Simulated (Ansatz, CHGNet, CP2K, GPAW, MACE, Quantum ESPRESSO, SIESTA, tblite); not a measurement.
# SIESTA on Σ5 (001) twist boundary in Ge (77 atoms): settings against a plane-wave reference

Wanted: SIESTA inputs and outputs for Σ5 (001) twist boundary in Ge (77 atoms), checked against a plane-wave reference.

Calculated with SIESTA 5.4.2; the method is named at each step.

### 1. Starting point

The cell holds 77 atoms: 77 Ge. Its edges and angles: a = 8.946 Å, b = 8.946 Å, c = 22.565 Å, α = 90.0°, β = 90.0°, γ = 90.0°. It derives from Ge (diamond-structure). Diamond-structure Ge (a = 5.658 Å); two grains turned against each other by 36.87 deg about [001]; 1 x 1 coincidence cells, 2 lattice periods a grain, two boundaries a cell, upper grain shifted by [0.031, 0.71] of the boundary cell and opened by 0.2 Å, one atom of each pair nearer than 2.009 Å removed; minimised with a classical potential (one cell length free). Then every atom was moved at random, 0.02 Å r.m.s. a Cartesian component. Regions: lower grain, 40 atoms (40 Ge); upper grain, 37 atoms (37 Ge). The structure's axis is c.

The yardstick, on the same geometry:

```
method                 : Kohn-Sham DFT, PBE, PAW, plane waves (Ansatz 0.2.0); cutoff 420 eV, Γ point, fermi-dirac smearing of 0.05 eV; PAW set soft_2
r.m.s. force component : 0.4075 eV/Å
longest force          : 1.737 eV/Å
pressure               : 5.506 GPa
SCF cycles             : 11
time                   : 23 s on 8 threads of Arm Neoverse V2, shared host
CPU time               : 2.9 min
```

### 2. PBE, DZP, shift 0.01 Ry, mesh 300 Ry

Method: Kohn-Sham DFT, PBE, PseudoDojo 0.4.1 norm-conserving pseudopotentials (converted to PSML), numerical atomic orbitals (DZP), diagonalisation.

The .psml files are PseudoDojo norm-conserving potentials that we converted to this format, checked against plane waves on the same files for H, C, O, Si, Ge and Ca alone.

File input.fdf:

```
SystemLabel cell
NumberOfAtoms 77
NumberOfSpecies 1
%block ChemicalSpeciesLabel
  1 32 Ge
%endblock ChemicalSpeciesLabel
LatticeConstant 1.0 Ang
%block LatticeVectors
  8.94608 0.00000 0.00000
  0.00000 8.94608 0.00000
  0.00000 0.00000 22.56460
%endblock LatticeVectors
PAO.BasisSize DZP
PAO.EnergyShift 0.01 Ry
XC.Functional GGA
XC.Authors PBE
MeshCutoff 300 Ry
%block kgrid_Monkhorst_Pack
  1 0 0 0.0
  0 1 0 0.0
  0 0 1 0.0
%endblock kgrid_Monkhorst_Pack
SolutionMethod diagon
OccupationFunction FD
ElectronicTemperature 580 K
SCF.Mixer.Method Pulay
SCF.Mixer.Weight 0.05
SCF.Mixer.History 8
SCF.Mix Hamiltonian
MaxSCFIterations 300
SCF.DM.Tolerance 1e-04
SCF.H.Tolerance 1.0e-3 eV
WriteForces T
Write.HirshfeldPop T
Write.VoronoiPop T
Write.DM F
Write.H F
XML.Write F
AtomicCoordinatesFormat Fractional
%block AtomicCoordinatesAndAtomicSpecies
  0.99609 0.98407 0.01230 1
  0.19070 0.09108 0.07423 1
  0.38016 0.19493 0.01400 1
  0.59008 0.28977 0.07051 1
  0.81243 0.35691 0.01107 1
  0.99045 0.49460 0.07030 1
  0.69021 0.09790 0.13416 1
  0.88598 0.19801 0.19658 1
  0.19639 0.59673 0.00998 1
  0.39673 0.70238 0.06814 1
  0.59514 0.82505 0.00478 1
  0.78825 0.90205 0.07496 1
  0.08575 0.29536 0.13293 1
  0.28795 0.39745 0.19209 1
  0.49183 0.49660 0.13162 1
  0.68789 0.59774 0.19340 1
  0.88646 0.69382 0.13316 1
  0.08764 0.79693 0.19388 1
  0.98553 0.99625 0.25512 1
  0.18636 0.09722 0.31830 1
  0.38576 0.19237 0.25595 1
  0.58242 0.29311 0.31424 1
  0.78128 0.39146 0.25556 1
  0.98226 0.49743 0.31570 1
  0.67725 0.10142 0.37916 1
  0.87603 0.20134 0.44193 1
  0.28789 0.89066 0.13267 1
  0.49078 0.99548 0.19392 1
  0.18796 0.59550 0.25468 1
  0.38519 0.70195 0.31514 1
  0.58730 0.79842 0.25547 1
  0.78256 0.89407 0.31927 1
  0.07978 0.29605 0.37668 1
  0.27647 0.41805 0.43666 1
  0.48113 0.49802 0.37137 1
  0.67630 0.57681 0.43961 1
  0.87524 0.69295 0.37887 1
  0.07728 0.79182 0.44087 1
  0.28634 0.89547 0.37828 1
  0.46592 0.00770 0.44346 1
  0.64651 0.90838 0.51294 1
  0.74940 0.11279 0.57193 1
  0.94681 0.51228 0.57493 1
  0.94865 0.01518 0.63422 1
  0.04554 0.21411 0.69522 1
  0.15968 0.91995 0.57037 1
  0.27016 0.11875 0.50935 1
  0.36119 0.31115 0.57239 1
  0.46691 0.51277 0.51203 1
  0.55237 0.71680 0.57404 1
  0.35024 0.81519 0.63369 1
  0.44253 0.01508 0.69485 1
  0.54913 0.21430 0.63412 1
  0.64549 0.41611 0.69563 1
  0.74732 0.61562 0.63294 1
  0.85053 0.81136 0.69612 1
[... 17 atom lines left out ...]
  0.63674 0.42541 0.93500 1
  0.74416 0.62188 0.87406 1
  0.83539 0.81846 0.94238 1
  0.13021 0.39544 0.88269 1
%endblock AtomicCoordinatesAndAtomicSpecies
```

Command:

```bash
$ OMP_NUM_THREADS=1 mpirun -np 2 siesta < input.fdf > output.txt
```

The log of the run:

```text
Version         : 5.4.2
reinit: System Name:
reinit: System Label: cell
initatom: Reading input for the pseudopotentials and atomic orbitals ----------
Species number:   1 Atomic number:   32 Label: Ge
Ground state valence configuration (from tables):   4s02  4p02  4d00  4f00
---- Processing specs for species: Ge
GGA--PBE XC_GGA_X_PBE--XC_GGA_C_PBE pb
Semicore shell(s) with 10 electrons included in the valence for Ge
Semicore shell(s): 3d
Fallback to non-perturbative polarization scheme for Ge
Please see the manual if this is not desired in principle
Ge pseudopotential only contains V_ls up to l=2 -- lmxkb reset.
Using PAO.SplitTailNorm
%block ChemicalSpeciesLabel
    1   32 Ge                      # Species index, atomic number, species label
%endblock ChemicalSpeciesLabel
%block PAO.Basis                 # Define Basis set
Ge                    4                    # Species label, number of l-shells
 n=4   0   2                         # n, l, Nzeta
   5.264      3.748
   1.000      1.000
 n=4   1   2                         # n, l, Nzeta
   6.996      5.083
   1.000      1.000
 n=3   2   1                         # n, l, Nzeta
   2.782
   1.000
 n=4   2   1                         # n, l, Nzeta
   6.996
   1.000
%endblock PAO.Basis
coor:   Atomic-coordinates input format  =     Fractional
siesta: System type = bulk
initatomlists: Number of atoms, orbitals, and projectors:     77  1386  1386
siesta: ******************** Simulation parameters ****************************
Total number of electrons:  1078.000000
Total ionic charge:  1078.000000
 Kpoints in:            1 . Kpoints trimmed:            1
siesta: k-grid: Number of k-points = 1
siesta: k-points from Monkhorst-Pack grid
siesta: k-cutoff (effective) =     4.473 Ang
siesta: k-point supercell and displacements
siesta: k-grid:     1     0     0      0.000
siesta: k-grid:     0     1     0      0.000
siesta: k-grid:     0     0     1      0.000
                     ====================================
                        Single-point calculation
                     ====================================
outcell: Unit cell vectors (Ang):
        8.946080    0.000000    0.000000
        0.000000    8.946080    0.000000
        0.000000    0.000000   22.564600
outcell: Cell vector modules (Ang)   :    8.946080    8.946080   22.564600
outcell: Cell angles (23,13,12) (deg):     90.0000     90.0000     90.0000
outcell: Cell volume (Ang**3)        :   1805.8979
Gamma-point calculation with interaction between periodic images
Gamma-point calculation with interaction between periodic images
Some features might not work optimally:
Some features might not work optimally:
e.g. DM initialization from atomic data
e.g. DM initialization from atomic data
new_DM -- step:     1
Initializing Density Matrix...
Attempting to read DM from file... Failed...
DM filled with atomic data:
InitMesh: MESH = 96 x 96 x 240 = 2211840
InitMesh: Mesh cutoff (required, used) =   300.000   312.658 Ry
stepf: Fermi-Dirac step function
        iscf     Eharris(eV)        E_KS(eV)     FreeEng(eV)     dDmax    Ef(eV) dHmax(eV)
   scf:    1  -187027.297134  -187037.885905  -187038.109378  0.697054 -3.616973  3.416843
   scf:    2  -187037.082770  -187038.387047  -187038.636768  0.055842 -3.619263  4.078646
   scf:    3  -187039.338189  -187039.219412  -187039.464799  0.022813 -3.614817  2.233432
   scf:    4  -187040.387683  -187039.898006  -187040.156090  0.028478 -3.618316  2.079045
   scf:    5  -187040.648651  -187040.310354  -187040.573617  0.018940 -3.632573  1.572326
   scf:    6  -187041.265319  -187040.884150  -187041.148596  0.058958 -3.712077  0.875660
   scf:    7  -187041.043393  -187040.981910  -187041.246217  0.023262 -3.738499  0.415716
   scf:    8  -187041.015311  -187041.002478  -187041.265198  0.004299 -3.742259  0.241332
   scf:    9  -187041.021431  -187041.014334  -187041.275732  0.005111 -3.743439  0.111822
   scf:   10  -187041.017621  -187041.016318  -187041.277447  0.001067 -3.742913  0.074274
   scf:   11  -187041.018869  -187041.017908  -187041.279151  0.001587 -3.740576  0.049837
   scf:   12  -187041.018724  -187041.018344  -187041.279503  0.000412 -3.739560  0.031696
[...]
scf:   18  -187041.019120  -187041.019121  -187041.280214  0.000038 -3.731815  0.003696
   scf:   19  -187041.019121  -187041.019122  -187041.280217  0.000093 -3.731654  0.002764
   scf:   20  -187041.019120  -187041.019121  -187041.280218  0.000032 -3.731598  0.001828
   scf:   21  -187041.019116  -187041.019118  -187041.280220  0.000050 -3.731557  0.001073
   scf:   22  -187041.019110  -187041.019114  -187041.280220  0.000045 -3.731545  0.000551
SCF Convergence by DM+H criterion
max |DM_out - DM_in|         :     0.0000445109
max |H_out - H_in|      (eV) :     0.0005508354
SCF cycle converged after 22 iterations
Using DM_out to compute the final energy and forces
siesta: E_KS(eV) =          -187041.0191
siesta: E_KS - E_eggbox =   -187041.0191
siesta: Atomic forces (eV/Ang):
     1    0.967916   -0.594706    0.192499
     2   -0.257610   -0.055457    0.443943
     3   -0.462027    1.166729   -0.746974
     4    0.234607   -0.274049    0.069130
     5   -0.195493   -0.051865   -0.093715
     6    0.227177    0.604109   -0.091094
     7   -0.166295    0.139145    0.704037
     8    0.192806   -0.035180   -0.519614
     9   -0.434301   -0.519690   -2.041451
    10    0.411595   -0.234140   -0.177870
    11    0.207731   -0.136155    0.098540
    12   -0.173061    0.313735    0.268707
[...]
73    0.180213    0.028656    0.163688
    74   -0.572549    0.895358    0.047831
    75    0.608608   -0.261475    0.859843
    76    0.184011   -1.296518   -0.212599
    77    0.505637    0.844161    1.525802
----------------------------------------
   Tot   -0.003035   -0.000030    0.008512
----------------------------------------
   Max    2.186890
   Res    0.490208    sqrt( Sum f_i^2 / 3N )
----------------------------------------
   Max    2.186890    constrained
Stress tensor Voigt[x,y,z,yz,xz,xy] (kbar):      -67.98      -57.50      -78.38        2.89       -9.73       -3.54
(Free)E + p*V (eV/cell)  -186964.6855
Target enthalpy (eV/cell)  -187041.2802
siesta: Program's energy decomposition (eV):
siesta: Ebs     =    -24619.555737
siesta: Eions   =    187191.863038
siesta: Ena     =      3633.293180
siesta: Ekin    =    140777.363158
siesta: Enl     =    -98808.924021
siesta: DEna    =       310.147984
siesta: DUscf   =        10.462139
siesta: Ex      =    -43362.004001
siesta: Ec      =     -2409.494515
siesta: Exc     =    -45771.498516
siesta: Eharris =   -187041.019110
siesta: Etot    =   -187041.019114
siesta: FreeEng =   -187041.280220
siesta: Final energy (eV):
siesta:  Band Struct. =  -24619.555737
siesta:       Kinetic =  140777.363158
siesta:       Hartree =   61913.842194
siesta:         Exch. =  -43362.004001
siesta:         Corr. =   -2409.494515
siesta:   Exch.-corr. =  -45771.498516
siesta:  Ion-electron = -258667.718579
siesta:       Ion-ion =  -85293.007371
siesta:         Total = -187041.019114
siesta:         Fermi =      -3.731545
siesta: Stress tensor (static) (eV/Ang**3):
siesta:    -0.042430   -0.002212   -0.006072
siesta:    -0.002212   -0.035890    0.001804
siesta:    -0.006072    0.001804   -0.048921
siesta: Cell volume =       1805.897905 Ang**3
siesta: Pressure (static):
siesta:                Solid            Molecule  Units
siesta:           0.00046194          0.00041665  Ry/Bohr**3
siesta:           0.04241365          0.03825509  eV/Ang**3
siesta:          67.95416210         61.29140615  kBar
    Orbital volume contribution        =          61.829985 eV
    (Free)E + p_basis*V_orbitals       =     -186979.450235 eV
    (Free)Eharris+ p_basis*V_orbitals  =     -186979.450231 eV
Hirshfeld Atomic Populations:
Atom #   charge [q] valence [e]  Species
     1    -0.018921   14.018921  Ge
     2    -0.016747   14.016747  Ge
     3    -0.033384   14.033384  Ge
     4     0.009925   13.990075  Ge
     5     0.000352   13.999648  Ge
     6    -0.014698   14.014698  Ge
     7    -0.014899   14.014899  Ge
     8    -0.003594   14.003594  Ge
     9     0.018664   13.981336  Ge
    10     0.006202   13.993798  Ge
    11     0.006098   13.993902  Ge
    12    -0.006871   14.006871  Ge
[...]
--------------------
 Total     0.000080
Voronoi Atomic Populations:
Atom #   charge [q] valence [e]  Species
[...]
73     0.006615   13.993385  Ge
    74    -0.017767   14.017767  Ge
    75    -0.024019   14.024019  Ge
    76     0.032912   13.967088  Ge
    77     0.032868   13.967132  Ge
--------------------
 Total     0.000080
```

Wall time 3.6 min (2 MPI ranks of Arm Neoverse V2, shared host); peak memory 1.8 GiB; 7.2 min of CPU time.

Banners, paths, timers and routine set-up lines are dropped from the logs unmarked, and long logs keep their key lines alone; longer cuts are marked.

Numbers from this run, and their distance from the reference:

- r.m.s. force component: 0.4902 eV/Å
- r.m.s. difference of force components: 109.1 meV/Å
- longest difference of force vectors: 513.2 meV/Å
- force difference over r.m.s. force: 26.78 %
- slope of forces against the reference's: 1.188
- correlation of force components: 0.9873
- pressure: 6.795 GPa
- pressure difference: 1.289 GPa

This run lies far from the reference in forces at the same functional.

Local excerpt of 9 atoms (numbers count through the whole input) about Ge16, picked at random; x, y, z are measured from there.

```
atom      x      y      z  distance (Å)  bonds  Hirshfeld charge (e)     Fx     Fy  Fz (eV/Å)
Ge16   0.00   0.00   0.00          0.00      4                  0.00  -0.20  -0.13       0.55
Ge17   1.78   0.86  -1.36          2.40      4                  0.01   0.28   0.17      -0.27
Ge15  -1.75  -0.90  -1.39          2.42      4                  0.01  -0.02   0.01      -0.45
Ge31  -0.90   1.80   1.40          2.45      4                 -0.01   0.17  -0.13      -0.25
Ge23   0.84  -1.85   1.40          2.46      4                  0.00   0.16   0.69      -0.02
Ge24   2.63  -0.90   2.76          3.92      4                  0.01   0.02   0.06      -0.13
Ge12   0.90   2.72  -2.67          3.92      4                 -0.01  -0.17   0.31       0.27
Ge10  -2.60   0.94  -2.83          3.96      4                  0.01   0.41  -0.23      -0.18
Ge30  -2.71   0.93   2.75          3.97      4                  0.00  -0.18  -0.08      -0.47
```

Forces lie 27 % from the reference's, at 2.5 times its CPU time (on 2 against 8 cores).

### 3. PBE, SZP, shift 0.01 Ry, mesh 300 Ry

Method: Kohn-Sham DFT, PBE, PseudoDojo 0.4.1 norm-conserving pseudopotentials (converted to PSML), numerical atomic orbitals (SZP), diagonalisation.

Edit input.fdf of step 2 so:

```diff
@@ -12,3 +12,3 @@
 %endblock LatticeVectors
-PAO.BasisSize DZP
+PAO.BasisSize SZP
 PAO.EnergyShift 0.01 Ry
```

Command:

```bash
$ OMP_NUM_THREADS=1 siesta < input.fdf > output.txt
```

The log of the run:

```text
Version         : 5.4.2
reinit: System Name:
reinit: System Label: cell
initatom: Reading input for the pseudopotentials and atomic orbitals ----------
Species number:   1 Atomic number:   32 Label: Ge
Ground state valence configuration (from tables):   4s02  4p02  4d00  4f00
---- Processing specs for species: Ge
GGA--PBE XC_GGA_X_PBE--XC_GGA_C_PBE pb
Semicore shell(s) with 10 electrons included in the valence for Ge
Semicore shell(s): 3d
Fallback to non-perturbative polarization scheme for Ge
Please see the manual if this is not desired in principle
Ge pseudopotential only contains V_ls up to l=2 -- lmxkb reset.
Using PAO.SplitTailNorm
%block ChemicalSpeciesLabel
    1   32 Ge                      # Species index, atomic number, species label
%endblock ChemicalSpeciesLabel
[... lines left out ...]
Total number of electrons:  1078.000000
[... lines left out ...]
stepf: Fermi-Dirac step function
        iscf     Eharris(eV)        E_KS(eV)     FreeEng(eV)     dDmax    Ef(eV) dHmax(eV)
[... lines left out ...]
SCF Convergence by DM+H criterion
[... lines left out ...]
SCF cycle converged after 21 iterations
[... lines left out ...]
   Max    2.660620
[... lines left out ...]
   Max    2.660620    constrained
Stress tensor Voigt[x,y,z,yz,xz,xy] (kbar):      -92.75      -78.63      -97.93        2.81      -11.61       -4.55
[... lines left out ...]
siesta: Program's energy decomposition (eV):
siesta: Ebs     =    -24705.522510
siesta: Eions   =    187191.863038
siesta: Ena     =      3633.293180
siesta: Ekin    =    140991.189460
siesta: Enl     =    -99002.437664
siesta: DEna    =       323.955606
siesta: DUscf   =         9.358203
siesta: Ex      =    -43371.221337
siesta: Ec      =     -2411.919910
siesta: Exc     =    -45783.141246
siesta: Eharris =   -187019.645491
siesta: Etot    =   -187019.645499
siesta: FreeEng =   -187019.904058
siesta: Final energy (eV):
siesta:  Band Struct. =  -24705.522510
siesta:       Kinetic =  140991.189460
siesta:       Hartree =   61804.046460
siesta:         Exch. =  -43371.221337
siesta:         Corr. =   -2411.919910
siesta:   Exch.-corr. =  -45783.141246
siesta:  Ion-electron = -258738.732802
siesta:       Ion-ion =  -85293.007371
siesta:         Total = -187019.645499
siesta:         Fermi =      -3.772369
siesta: Stress tensor (static) (eV/Ang**3):
siesta:    -0.057889   -0.002837   -0.007246
siesta:    -0.002837   -0.049075    0.001751
siesta:    -0.007246    0.001751   -0.061121
siesta: Cell volume =       1805.897905 Ang**3
siesta: Pressure (static):
siesta:                Solid            Molecule  Units
siesta:           0.00061022          0.00055609  Ry/Bohr**3
siesta:           0.05602819          0.05105817  eV/Ang**3
siesta:          89.76706287         81.80420465  kBar
    Orbital volume contribution        =          50.854735 eV
    (Free)E + p_basis*V_orbitals       =     -186969.049324 eV
    (Free)Eharris+ p_basis*V_orbitals  =     -186969.049315 eV
Hirshfeld Atomic Populations:
Atom #   charge [q] valence [e]  Species
     1    -0.020826   14.020826  Ge
     2    -0.016551   14.016551  Ge
     3    -0.032139   14.032139  Ge
[...]
--------------------
 Total     0.000023
Voronoi Atomic Populations:
Atom #   charge [q] valence [e]  Species
[...]
76     0.032208   13.967792  Ge
    77     0.032499   13.967501  Ge
--------------------
 Total     0.000023
```

Elapsed: 5.2 min, on 1 thread; peak memory 1.4 GiB.

Compared with the plane-wave run:

```
r.m.s. force component                  : 0.5787 eV/Å
r.m.s. difference of force components   : 209.9 meV/Å
longest difference of force vectors     : 987.2 meV/Å
force difference over r.m.s. force      : 51.5 %
slope of forces against the reference's : 1.376
correlation of force components         : 0.9688
pressure                                : 8.977 GPa
pressure difference                     : 3.471 GPa
```

This is a coarse setting, run to see what it loses.

Against the first run (27 %), the force difference from the reference is 52 %, at 0.72 times the CPU time (on 1 against 2 cores), with 1078 basis functions against 1386: the smaller basis costs accuracy.

(Continued in part 2 of 2.)

[Also dropped from logs without a mark: logging warnings of Python, and SIESTA's first energy breakdown and zero terms.]

[Logs are printed without paths, hosts, clocks, repeated set-up lines and the standing remarks that a program may print on its own settings, such as how far it seeks lower states.]

[Hosts, paths, dates, database ids (printed as entryN), source tags and the programs' standing remarks are cut or masked in the printed files.]
